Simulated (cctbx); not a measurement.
# Zn3Sn2S7: as given, inverted or twinned?

Space group Cmc2_1 (no. 36), a = 22.7050 Å, b = 6.3850 Å, c = 6.4380 Å, α = 90.00°, β = 90.00°, γ = 90.00°.

```csv
atom,mult.,x,y,z,Ueq (Å²)
Sn1,8,0.3948,0.2484,0.2473,0.0058
Zn1,8,0.2940,0.2820,0.7131,0.0067
Zn2,4,0,0.7405,0.7739,0.0093
S1,8,0.4250,0.4159,0.5804,0.0130
S2,4,0,0.3841,0.6412,0.0087
S3,8,0.1360,0.5881,0.9127,0.0080
S4,8,0.2073,0.8629,0.3291,0.0114
```

This is a model crystal, built by substitution and not relaxed, with assumed displacement parameters.

Data sets are simulated with cctbx and refined with Bijvoet mates kept apart; Flack x is then fitted as the share of an inverted twin with the atoms fixed, Hooft y from the Bijvoet differences. The group is acentric but holds improper operations, so there is an absolute structure (orientation) and no hand.

Untwinned crystal. What Flack and Hooft values should come out?

| λ (Å) | extinction (unmodelled) | d min (Å) | top counts | error (%) | model | R1 | Flack x | s.u. | Hooft y | s.u. | pairs |
| --- | --- | --- | --- | --- | --- | --- | --- | --- | --- | --- | --- |
| 0.71073 | 0 | 0.77 | 20000 | 2 | as given | 0.0110 | -0.028 | 0.012 | -0.013 | 0.014 | 502 |
| 0.71073 | 0 | 0.77 | 20000 | 2 | inverted | 0.0276 | 1.022 | 0.013 | 1.021 | 0.014 | 502 |
| 1.54184 | 0.1 | 0.83 | 40000 | 2 | as given | 0.0086 | -0.002 | 0.005 | -0.005 | 0.005 | 389 |

With Mo Kα, x is within 3 s.u. of 0, so the absolute structure is right. With Cu Kα, x is within 3 s.u. of 0, so the absolute structure is right. Inverting the model turns x into about 1 − x.

A further crystal gives:

```
  λ (Å)  extinction (unmodelled)  d min (Å)  top counts  error (%)     model      R1  Flack x   s.u.  Hooft y   s.u.  pairs
1.54184                        0        0.8       70000          2  as given  0.0106    0.144  0.005    0.145  0.004    437
```

**Question.** What is it?

It was simulated as an inversion twin with a fraction 0.15 of the inverted domain. Flack x is over 3 s.u. from both 0 and 1 and reads that fraction.

[Logs are printed without paths, hosts, clocks, repeated set-up lines and the standing remarks that a program may print on its own settings, such as how far it seeks lower states.]
